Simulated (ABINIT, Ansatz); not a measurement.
# YGaS3 (Pm-3m): zone-centre phonons, part 3 of 5

Wanted: the vibrations of YGaS3 (Pm-3m) at Γ, by two programs.

ABINIT 10.8.3; DFT LDA, scalar-relativistic, plane waves, PseudoDojo norm-conserving pseudopotentials.

So far. Step 3 (Ground state): The cell stands at -0.41 GPa: the relaxation ran with a smoothed and higher cutoff, and the difference is a stress of the finite basis. Step 4 (Zone-centre response): The acoustic modes at Γ come out as far as 4.0 cm⁻¹ from zero, where they should vanish, a small numerical error. The lowest optical mode is imaginary, 159i cm⁻¹, an instability at this level and on this k mesh. The relaxed cell has a = 4.591 Å (conventional setting).

The structure was built from a prototype and need not be the compound's stable phase.

### Step 5. Zone-centre analysis

anaddb reads the merged derivatives and imposes the acoustic sum rule.

Contents of anaddb.abi:

```
ddb_filepath "gamma_DDB"
output_file "anaddb.abo"
outdata_prefix "anaddb"
asr 1
chneut 1
enunit 2
eivec 1
nph1l 1
qph1l 0.0 0.0 0.0 1.0
```

Contents of mrgddb.in:

```
gamma_DDB
merged
2
dfpt_gammao_DDB
gso_DDB
```

Started as:

```bash
$ mrgddb < mrgddb.in > mrgddb.log
$ OMP_NUM_THREADS=1 anaddb anaddb.abi > anaddb.log
```

anaddb.abo, the main output file:

```text
-outvars_anaddb: echo values of input variables ----------------------

 Miscellaneous information :
      enunit         2
       eivec         1
         asr         1
 First list of wavevector (reduced coord.) :
       nph1l         1
       qph1l
                     0.00000000E+00  0.00000000E+00  0.00000000E+00    1.000E+00

================================================================================

 read the DDB information and perform some checks

  ==== Info on the Cryst% object ====
 Real(R)+Recip(G) space primitive vectors, cartesian coordinates (Bohr,Bohr^-1):
 R(1)=  8.6749161  0.0000000  0.0000000  G(1)=  0.1152749  0.0000000  0.0000000
 R(2)=  0.0000000  8.6749161  0.0000000  G(2)=  0.0000000  0.1152749  0.0000000
 R(3)=  0.0000000  0.0000000  8.6749161  G(3)=  0.0000000  0.0000000  0.1152749
 Unit cell volume ucvol=  6.5282361E+02 bohr^3
 Angles (23,13,12)=  9.00000000E+01  9.00000000E+01  9.00000000E+01 degrees
 Time-reversal symmetry is present
 Reduced atomic positions [iatom, xred, symbol]:
    1)    0.0000000  0.0000000  0.0000000   Y
    2)    0.5000000  0.5000000  0.5000000  Ga
    3)    0.5000000  0.5000000  0.0000000   S
    4)    0.5000000  0.0000000  0.5000000   S
    5)    0.0000000  0.5000000  0.5000000   S

 DDB file with 3 blocks has been read.

================================================================================

 Treat the first list of vectors

  Phonon wavevector (reduced coordinates) :  0.00000  0.00000  0.00000
 Phonon energies in Hartree :
  -7.257270E-04 -7.257270E-04 -7.257270E-04 -6.759081E-04 -6.759081E-04
  -6.759081E-04  1.096690E-08  1.117342E-08  1.177115E-08  3.349055E-04
   3.349055E-04  3.349055E-04  1.850994E-03  1.850994E-03  1.850994E-03
 Phonon energies in meV     :
- -1.974804E+01 -1.974804E+01 -1.974804E+01 -1.839240E+01 -1.839240E+01
- -1.839240E+01  2.984244E-04  3.040442E-04  3.203093E-04  9.113242E+00
-  9.113242E+00  9.113242E+00  5.036812E+01  5.036812E+01  5.036812E+01
 Phonon frequencies in cm-1    :
- -1.592787E+02 -1.592787E+02 -1.592787E+02 -1.483447E+02 -1.483447E+02
- -1.483447E+02  2.406955E-03  2.452282E-03  2.583469E-03  7.350325E+01
-  7.350325E+01  7.350325E+01  4.062463E+02  4.062463E+02  4.062463E+02
 Phonon frequencies in Thz     :
- -4.775054E+00 -4.775054E+00 -4.775054E+00 -4.447261E+00 -4.447261E+00
- -4.447261E+00  7.215871E-05  7.351756E-05  7.745045E-05  2.203572E+00
-  2.203572E+00  2.203572E+00  1.217896E+01  1.217896E+01  1.217896E+01
 Phonon energies in Kelvin  :
- -2.291664E+02 -2.291664E+02 -2.291664E+02 -2.134349E+02 -2.134349E+02
- -2.134349E+02  3.463072E-03  3.528286E-03  3.717036E-03  1.057548E+02
-  1.057548E+02  1.057548E+02  5.844978E+02  5.844978E+02  5.844978E+02

 Eigendisplacements
 (will be given, for each mode : in cartesian coordinates
   for each atom the real part of the displacement vector,
   then the imaginary part of the displacement vector - absolute values smaller than 1.0d-7 are set to zero)
  Mode number    1   Energy   -7.257270E-04
 Attention : low frequency mode.
   (Could be unstable or acoustic mode)
-  1  0.00000000E+00  0.00000000E+00 -1.61306069E-03
-     0.00000000E+00  0.00000000E+00  0.00000000E+00
-  2  0.00000000E+00  0.00000000E+00 -1.93972001E-04
-     0.00000000E+00  0.00000000E+00  0.00000000E+00
-  3  0.00000000E+00  0.00000000E+00  5.27780685E-04
-     0.00000000E+00  0.00000000E+00  0.00000000E+00
-  4  0.00000000E+00  0.00000000E+00  2.18326526E-03
-     0.00000000E+00  0.00000000E+00  0.00000000E+00
-  5  0.00000000E+00  0.00000000E+00  2.18326526E-03
-     0.00000000E+00  0.00000000E+00  0.00000000E+00
  Mode number    2   Energy   -7.257270E-04
 Attention : low frequency mode.
   (Could be unstable or acoustic mode)
-  1  0.00000000E+00 -1.61306069E-03  0.00000000E+00
-     0.00000000E+00  0.00000000E+00  0.00000000E+00
-  2  0.00000000E+00 -1.93972001E-04  0.00000000E+00
-     0.00000000E+00  0.00000000E+00  0.00000000E+00
-  3  0.00000000E+00  2.18326526E-03  0.00000000E+00
-     0.00000000E+00  0.00000000E+00  0.00000000E+00
-  4  0.00000000E+00  5.27780685E-04  0.00000000E+00
-     0.00000000E+00  0.00000000E+00  0.00000000E+00
-  5  0.00000000E+00  2.18326526E-03  0.00000000E+00
-     0.00000000E+00  0.00000000E+00  0.00000000E+00
  Mode number    3   Energy   -7.257270E-04
 Attention : low frequency mode.
   (Could be unstable or acoustic mode)
-  1  1.61306069E-03  0.00000000E+00  0.00000000E+00
-     0.00000000E+00  0.00000000E+00  0.00000000E+00
-  2  1.93972001E-04  0.00000000E+00  0.00000000E+00
-     0.00000000E+00  0.00000000E+00  0.00000000E+00
-  3 -2.18326526E-03  0.00000000E+00  0.00000000E+00
-     0.00000000E+00  0.00000000E+00  0.00000000E+00
-  4 -2.18326526E-03  0.00000000E+00  0.00000000E+00
-     0.00000000E+00  0.00000000E+00  0.00000000E+00
-  5 -5.27780685E-04  0.00000000E+00  0.00000000E+00
-     0.00000000E+00  0.00000000E+00  0.00000000E+00
  Mode number    4   Energy   -6.759081E-04
 Attention : low frequency mode.
   (Could be unstable or acoustic mode)
-  1  0.00000000E+00  0.00000000E+00  0.00000000E+00
-     0.00000000E+00  0.00000000E+00  0.00000000E+00
-  2  0.00000000E+00  0.00000000E+00  0.00000000E+00
-     0.00000000E+00  0.00000000E+00  0.00000000E+00
-  3  0.00000000E+00  0.00000000E+00  0.00000000E+00
-     0.00000000E+00  0.00000000E+00  0.00000000E+00
-  4  0.00000000E+00  0.00000000E+00 -2.92470830E-03
-     0.00000000E+00  0.00000000E+00  0.00000000E+00
-  5  0.00000000E+00  0.00000000E+00  2.92470830E-03
-     0.00000000E+00  0.00000000E+00  0.00000000E+00
  Mode number    5   Energy   -6.759081E-04
 Attention : low frequency mode.
   (Could be unstable or acoustic mode)
-  1  0.00000000E+00  0.00000000E+00  0.00000000E+00
-     0.00000000E+00  0.00000000E+00  0.00000000E+00
-  2  0.00000000E+00  0.00000000E+00  0.00000000E+00
-     0.00000000E+00  0.00000000E+00  0.00000000E+00
-  3  0.00000000E+00  2.92470830E-03  0.00000000E+00
-     0.00000000E+00  0.00000000E+00  0.00000000E+00
-  4  0.00000000E+00  0.00000000E+00  0.00000000E+00
-     0.00000000E+00  0.00000000E+00  0.00000000E+00
-  5  0.00000000E+00 -2.92470830E-03  0.00000000E+00
-     0.00000000E+00  0.00000000E+00  0.00000000E+00
  Mode number    6   Energy   -6.759081E-04
 Attention : low frequency mode.
   (Could be unstable or acoustic mode)
-  1  0.00000000E+00  0.00000000E+00  0.00000000E+00
-     0.00000000E+00  0.00000000E+00  0.00000000E+00
-  2  0.00000000E+00  0.00000000E+00  0.00000000E+00
-     0.00000000E+00  0.00000000E+00  0.00000000E+00
-  3  2.92470830E-03  0.00000000E+00  0.00000000E+00
-     0.00000000E+00  0.00000000E+00  0.00000000E+00
-  4 -2.92470830E-03  0.00000000E+00  0.00000000E+00
-     0.00000000E+00  0.00000000E+00  0.00000000E+00
-  5  0.00000000E+00  0.00000000E+00  0.00000000E+00
-     0.00000000E+00  0.00000000E+00  0.00000000E+00
  Mode number    7   Energy    1.096690E-08
 Attention : low frequency mode.
   (Could be unstable or acoustic mode)
-  1  0.00000000E+00  0.00000000E+00  1.46724212E-03
-     0.00000000E+00  0.00000000E+00  0.00000000E+00
-  2  0.00000000E+00  0.00000000E+00  1.46724791E-03
-     0.00000000E+00  0.00000000E+00  0.00000000E+00
-  3  0.00000000E+00  0.00000000E+00  1.46723694E-03
-     0.00000000E+00  0.00000000E+00  0.00000000E+00
-  4  0.00000000E+00  0.00000000E+00  1.46717894E-03
-     0.00000000E+00  0.00000000E+00  0.00000000E+00
-  5  0.00000000E+00  0.00000000E+00  1.46717894E-03
-     0.00000000E+00  0.00000000E+00  0.00000000E+00
  Mode number    8   Energy    1.117342E-08
 Attention : low frequency mode.
   (Could be unstable or acoustic mode)
-  1  0.00000000E+00 -1.46724212E-03  0.00000000E+00
-     0.00000000E+00  0.00000000E+00  0.00000000E+00
-  2  0.00000000E+00 -1.46724791E-03  0.00000000E+00
-     0.00000000E+00  0.00000000E+00  0.00000000E+00
-  3  0.00000000E+00 -1.46717894E-03  0.00000000E+00
-     0.00000000E+00  0.00000000E+00  0.00000000E+00
-  4  0.00000000E+00 -1.46723694E-03  0.00000000E+00
-     0.00000000E+00  0.00000000E+00  0.00000000E+00
-  5  0.00000000E+00 -1.46717894E-03  0.00000000E+00
-     0.00000000E+00  0.00000000E+00  0.00000000E+00
  Mode number    9   Energy    1.177115E-08
 Attention : low frequency mode.
   (Could be unstable or acoustic mode)
-  1  1.46724212E-03  0.00000000E+00  0.00000000E+00
-     0.00000000E+00  0.00000000E+00  0.00000000E+00
-  2  1.46724791E-03  0.00000000E+00  0.00000000E+00
-     0.00000000E+00  0.00000000E+00  0.00000000E+00
-  3  1.46717895E-03  0.00000000E+00  0.00000000E+00
-     0.00000000E+00  0.00000000E+00  0.00000000E+00
-  4  1.46717895E-03  0.00000000E+00  0.00000000E+00
-     0.00000000E+00  0.00000000E+00  0.00000000E+00
-  5  1.46723694E-03  0.00000000E+00  0.00000000E+00
-     0.00000000E+00  0.00000000E+00  0.00000000E+00
  Mode number   10   Energy    3.349055E-04
-  1  0.00000000E+00  0.00000000E+00 -1.18914825E-03
-     0.00000000E+00  0.00000000E+00  0.00000000E+00
-  2  0.00000000E+00  0.00000000E+00  2.10967824E-03
-     0.00000000E+00  0.00000000E+00  0.00000000E+00
-  3  0.00000000E+00  0.00000000E+00  9.73405908E-04
-     0.00000000E+00  0.00000000E+00  0.00000000E+00
-  4  0.00000000E+00  0.00000000E+00 -1.13184822E-03
-     0.00000000E+00  0.00000000E+00  0.00000000E+00
-  5  0.00000000E+00  0.00000000E+00 -1.13184822E-03
-     0.00000000E+00  0.00000000E+00  0.00000000E+00
  Mode number   11   Energy    3.349055E-04
-  1  0.00000000E+00 -1.18914825E-03  0.00000000E+00
-     0.00000000E+00  0.00000000E+00  0.00000000E+00
-  2  0.00000000E+00  2.10967824E-03  0.00000000E+00
-     0.00000000E+00  0.00000000E+00  0.00000000E+00
-  3  0.00000000E+00 -1.13184822E-03  0.00000000E+00
-     0.00000000E+00  0.00000000E+00  0.00000000E+00
-  4  0.00000000E+00  9.73405908E-04  0.00000000E+00
-     0.00000000E+00  0.00000000E+00  0.00000000E+00
-  5  0.00000000E+00 -1.13184822E-03  0.00000000E+00
-     0.00000000E+00  0.00000000E+00  0.00000000E+00
  Mode number   12   Energy    3.349055E-04
-  1  1.18914825E-03  0.00000000E+00  0.00000000E+00
-     0.00000000E+00  0.00000000E+00  0.00000000E+00
-  2 -2.10967824E-03  0.00000000E+00  0.00000000E+00
-     0.00000000E+00  0.00000000E+00  0.00000000E+00
-  3  1.13184822E-03  0.00000000E+00  0.00000000E+00
-     0.00000000E+00  0.00000000E+00  0.00000000E+00
-  4  1.13184822E-03  0.00000000E+00  0.00000000E+00
-     0.00000000E+00  0.00000000E+00  0.00000000E+00
-  5 -9.73405908E-04  0.00000000E+00  0.00000000E+00
-     0.00000000E+00  0.00000000E+00  0.00000000E+00
  Mode number   13   Energy    1.850994E-03
-  1  0.00000000E+00  0.00000000E+00  3.88435574E-05
-     0.00000000E+00  0.00000000E+00  0.00000000E+00
-  2  0.00000000E+00  0.00000000E+00  1.10761309E-03
-     0.00000000E+00  0.00000000E+00  0.00000000E+00
-  3  0.00000000E+00  0.00000000E+00 -3.70526403E-03
-     0.00000000E+00  0.00000000E+00  0.00000000E+00
-  4  0.00000000E+00  0.00000000E+00  5.94623385E-04
-     0.00000000E+00  0.00000000E+00  0.00000000E+00
-  5  0.00000000E+00  0.00000000E+00  5.94623385E-04
-     0.00000000E+00  0.00000000E+00  0.00000000E+00
  Mode number   14   Energy    1.850994E-03
-  1  0.00000000E+00  3.88435573E-05  0.00000000E+00
-     0.00000000E+00  0.00000000E+00  0.00000000E+00
-  2  0.00000000E+00  1.10761308E-03  0.00000000E+00
-     0.00000000E+00  0.00000000E+00  0.00000000E+00
-  3  0.00000000E+00  5.94623384E-04  0.00000000E+00
-     0.00000000E+00  0.00000000E+00  0.00000000E+00
-  4  0.00000000E+00 -3.70526402E-03  0.00000000E+00
-     0.00000000E+00  0.00000000E+00  0.00000000E+00
-  5 -2.21768158E-07  5.94623384E-04  0.00000000E+00
-     0.00000000E+00  0.00000000E+00  0.00000000E+00
  Mode number   15   Energy    1.850994E-03
-  1  3.88435573E-05  0.00000000E+00  0.00000000E+00
-     0.00000000E+00  0.00000000E+00  0.00000000E+00
-  2  1.10761308E-03  0.00000000E+00  0.00000000E+00
-     0.00000000E+00  0.00000000E+00  0.00000000E+00
-  3  5.94623384E-04  0.00000000E+00  0.00000000E+00
-     0.00000000E+00  0.00000000E+00  0.00000000E+00
-  4  5.94623384E-04  2.21768158E-07  0.00000000E+00
-     0.00000000E+00  0.00000000E+00  0.00000000E+00
-  5 -3.70526402E-03  0.00000000E+00  0.00000000E+00
-     0.00000000E+00  0.00000000E+00  0.00000000E+00

 Analysis of degeneracies and characters (maximum tolerance=1.00E-06 a.u.)
 For each vibration mode, or group of modes if degenerate,
 the characters are given for each symmetry operation (see the list in the log file).
 Symmetry characters of vibration mode #   1
       degenerate with vibration modes #   2 to    3
  3.0 -3.0 -1.0  1.0 -1.0  1.0 -1.0  1.0  1.0 -1.0 -1.0  1.0  1.0 -1.0 -1.0  1.0
 -0.0  0.0 -0.0  0.0  0.0 -0.0  0.0 -0.0  1.0 -1.0 -1.0  1.0 -1.0  1.0  1.0 -1.0
 -0.0  0.0  0.0 -0.0  0.0 -0.0 -0.0  0.0  1.0 -1.0  1.0 -1.0 -1.0  1.0 -1.0  1.0
 Symmetry characters of vibration mode #   4
       degenerate with vibration modes #   5 to    6
  3.0 -3.0 -1.0  1.0 -1.0  1.0 -1.0  1.0 -1.0  1.0  1.0 -1.0 -1.0  1.0  1.0 -1.0
  0.0 -0.0 -0.0  0.0  0.0 -0.0 -0.0  0.0 -1.0  1.0  1.0 -1.0  1.0 -1.0 -1.0  1.0
  0.0 -0.0  0.0 -0.0 -0.0  0.0 -0.0  0.0 -1.0  1.0 -1.0  1.0  1.0 -1.0  1.0 -1.0
 Symmetry characters of vibration mode #   7
       degenerate with vibration modes #   8 to    9
  3.0 -3.0 -1.0  1.0 -1.0  1.0 -1.0  1.0  1.0 -1.0 -1.0  1.0  1.0 -1.0 -1.0  1.0
  0.0 -0.0  0.0 -0.0 -0.0  0.0 -0.0  0.0  1.0 -1.0 -1.0  1.0 -1.0  1.0  1.0 -1.0
  0.0 -0.0 -0.0  0.0 -0.0  0.0  0.0 -0.0  1.0 -1.0  1.0 -1.0 -1.0  1.0 -1.0  1.0
 Symmetry characters of vibration mode #  10
       degenerate with vibration modes #  11 to   12
  3.0 -3.0 -1.0  1.0 -1.0  1.0 -1.0  1.0  1.0 -1.0 -1.0  1.0  1.0 -1.0 -1.0  1.0
 -0.0  0.0 -0.0  0.0  0.0 -0.0  0.0 -0.0  1.0 -1.0 -1.0  1.0 -1.0  1.0  1.0 -1.0
 -0.0  0.0  0.0 -0.0  0.0 -0.0 -0.0  0.0  1.0 -1.0  1.0 -1.0 -1.0  1.0 -1.0  1.0
 Symmetry characters of vibration mode #  13
       degenerate with vibration modes #  14 to   15
  3.0 -3.0 -1.0  1.0 -1.0  1.0 -1.0  1.0  1.0 -1.0 -1.0  1.0  1.0 -1.0 -1.0  1.0
 -0.0  0.0 -0.0  0.0  0.0 -0.0  0.0 -0.0  1.0 -1.0 -1.0  1.0 -1.0  1.0  1.0 -1.0
 -0.0  0.0  0.0 -0.0  0.0 -0.0 -0.0  0.0  1.0 -1.0  1.0 -1.0 -1.0  1.0 -1.0  1.0
-
```

Wall time 0.51 s (1 thread of Arm Neoverse V1, shared host).

Numbers from this step:

```
highest optical zone-centre mode (no LO-TO term) : 406.2 cm⁻¹
lowest optical zone-centre mode                  : -159.3 cm⁻¹
```

No LO-TO term; unit eigenvectors of the mass-weighted matrix, from anaddb's displacements. The modes at Γ (shares of kinetic energy by element, %) (negative means imaginary):

| mode | frequency (cm⁻¹) | symmetry | Y % | Ga % | S % |
| --- | --- | --- | --- | --- | --- |
| 1 | -159.3 | T1u | 42 | 0 | 57 |
| 2 | -159.3 | T1u | 42 | 0 | 57 |
| 3 | -159.3 | T1u | 42 | 0 | 57 |
| 4 | -148.3 | T2u | 0 | 0 | 100 |
| 5 | -148.3 | T2u | 0 | 0 | 100 |
| 6 | -148.3 | T2u | 0 | 0 | 100 |
| 7 | 0.0 | acoustic | 35 | 27 | 38 |
| 8 | 0.0 | acoustic | 35 | 27 | 38 |
| 9 | 0.0 | acoustic | 35 | 27 | 38 |
| 10 | 73.5 | T1u | 23 | 57 | 21 |
| 11 | 73.5 | T1u | 23 | 57 | 21 |
| 12 | 73.5 | T1u | 23 | 57 | 21 |
| 13 | 406.2 | T1u | 0 | 16 | 84 |
| 14 | 406.2 | T1u | 0 | 16 | 84 |
| 15 | 406.2 | T1u | 0 | 16 | 84 |

Displacements in mode 1 (-159.3 cm⁻¹), the largest set to 1:
```
Y1   0.00  0.00 -0.74
Ga2  0.00  0.00 -0.09
S3   0.00  0.00  0.24
S4   0.00  0.00  1.00
S5   0.00  0.00  1.00
```

Displacements in mode 13 (406.2 cm⁻¹), the largest set to 1:
```
Y1   0.00  0.00  0.01
Ga2  0.00  0.00  0.30
S3   0.00  0.00 -1.00
S4   0.00  0.00  0.16
S5   0.00  0.00  0.16
```

The rule moves no optical mode by more than 0.2 cm⁻¹.

(Part 3 of 5 ends here.)

[Host names and launcher messages were left out of these logs when they were recorded.]

[Logs are printed without paths, hosts, clocks, repeated set-up lines and the standing remarks that a program may print on its own settings, such as how far it seeks lower states.]

[Hosts, paths, dates, database ids (printed as entryN), source tags and the programs' standing remarks are cut or masked in the printed files.]
